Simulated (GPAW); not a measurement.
# Calculated records

```
! title: CsH (honeycomb monolayer): G0W0 with GPAW, start to end
! method: DFT, LDA, plane waves, PAW (and 1 further level or step)
! program: GPAW 26.7.0
! settings of one run: cutoff 700 eV, GPAW PAW setups 1.2.1 data release, 6×6×1 k-mesh
! cost: 4 runs, 10 min in all on 4 MPI ranks of Arm Neoverse V1, shared host (the runs of this entry)
! notes: Values taken over the cell’s volume include its vacuum. The start is a generated structure, not a measured one. Limits: no spin-orbit coupling. Bands and cutoff are finite, so the gap is not at the basis limit. The miss can reach some tenths of an eV and take either sign; the mesh is an error of its own.
! LDA gap: 2.45 eV, indirect
! G0W0 gap on the mesh: 4.85 eV
! GW settings: 6×6×1 mesh, 179 bands, screening to 48 eV, full frequency, Hilbert transform
! known limits: not at the basis limit; no spin-orbit coupling
CELL_PARAMETERS angstrom
4.90771 0.00000 0.00000
-2.45386 4.25020 0.00000
0.00000 0.00000 11.40000
ATOMIC_POSITIONS crystal
Cs 0.33333 0.66667 0.49946
H 0.66667 0.33333 0.50054
```

[Paths, hosts, dates, memory and timing lines, banners, echoed tables and standing remarks are left out of the program output.]

[Logs are printed without paths, hosts, clocks, repeated set-up lines and the standing remarks that a program may print on its own settings, such as how far it seeks lower states.]

[Runs of the session that timed out or met a known fault of the program may be left out.]

[Hosts, paths, dates, database ids (printed as entryN), source tags and the programs' standing remarks are cut or masked in the printed files.]
